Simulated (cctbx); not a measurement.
# What is wrong with this refinement?

Cell a = 6.6470 Å, b = 13.0400 Å, c = 6.3590 Å, α = 90.00°, β = 90.00°, γ = 90.00°; space group Ibam (no. 72).

The data are simulated with cctbx, not measured: Mo Kα, λ = 0.71073 Å, to d = 0.84 Å, 70 % of the full sphere, strongest reflection 20000 counts, noise from counting, a 1.5 % proportional error and a noise floor of 2 counts (s.d.); no absorption.

An anisotropic refinement with weights 1/σ² prints:

```text
Rint 0.019, 269 unique reflections to 0.84 A
cycle     R1     wR2    GooF  max shift (A)
   1  0.2007  0.4017  24.120   0.00405
   2  0.1959  0.3855  23.146   0.00005
final R1 0.1959 wR2 0.3855 GooF 23.146  parameters 9  data/parameter 29.9
atom        x        y        z      Ueq    occ   su(xyz)  su(Uiso or U11)
Ba1    0.31028  0.85636  0.00000   0.0088  1.000  0.00049  0.0024
Mn1    0.00000  0.00000  0.75000   0.0216  1.000  0.00000  0.0089
difference map: max 33.03 min -6.40 rms 2.13
Q1    0.2144  0.1062  0.0000    8   33.36  2.55 A from Mn1
Q2    0.1954  0.3538  0.0000    8   16.91  0.05 A from Ba1
Q3    0.1859  0.1882  0.0000    8    7.36  2.19 A from Ba1
Q4    0.1883  0.2451  0.5000    8    5.88  1.55 A from Ba1
Q5    0.1870  0.0206  0.0000    8    5.79  2.04 A from Mn1
Q6    0.1836  0.4563  0.0000    8    4.11  1.30 A from Ba1
```

Q: Accept it or mend it, and why?

Mend it. The fault: an atom left out, P at (0.2936, 0.6063, 0). Against the right model at the same level, R1 goes from 0.0071 to 0.1959 and GooF from 0.93 to 23.15 and the top difference peak, 33.4 e/Å³, lies 2.55 Å from Mn1. Q1 is the missing atom. With scattering power missing, scale and phases suffer, so peaks may also grow on the heavy atoms.

The compound is Ba2MnP2. The right model at the same level gives:

```text
Rint 0.019, 269 unique reflections to 0.84 A
cycle     R1     wR2    GooF  max shift (A)
   1  0.0205  0.0525   3.188   0.00176
   2  0.0071  0.0154   0.933   0.00000
final R1 0.0071 wR2 0.0154 GooF 0.933  parameters 15  data/parameter 17.9
atom        x        y        z      Ueq    occ   su(xyz)  su(Uiso or U11)
Ba1    0.30990  0.85661  0.00000   0.0112  1.000  0.00002  0.0001
Mn1    0.00000  0.00000  0.75000   0.0205  1.000  0.00000  0.0003
P1     0.29353  0.60628  0.00000   0.0223  1.000  0.00012  0.0004
difference map: max 0.28 min -0.26 rms 0.07
Q1    0.0583  0.3475  0.0000    8    0.29  0.88 A from Ba1
Q2    0.0000  0.5000  0.0912    8    0.28  2.33 A from Ba1
Q3    0.1752  0.3837  0.2695   16    0.25  1.67 A from P1
Q4    0.0641  0.3847  0.4020   16    0.24  1.65 A from P1
Q5    0.0901  0.4555  0.5000    8    0.21  1.57 A from P1
Q6    0.0701  0.2475  0.1043   16    0.21  1.76 A from Ba1
```

The model was made for the exercise: a known structure type with other elements put in, its volume estimated, not relaxed; displacement parameters are assumed.

[Middle refinement cycles are left out of these outputs.]

[Logs are printed without paths, hosts, clocks, repeated set-up lines and the standing remarks that a program may print on its own settings, such as how far it seeks lower states.]
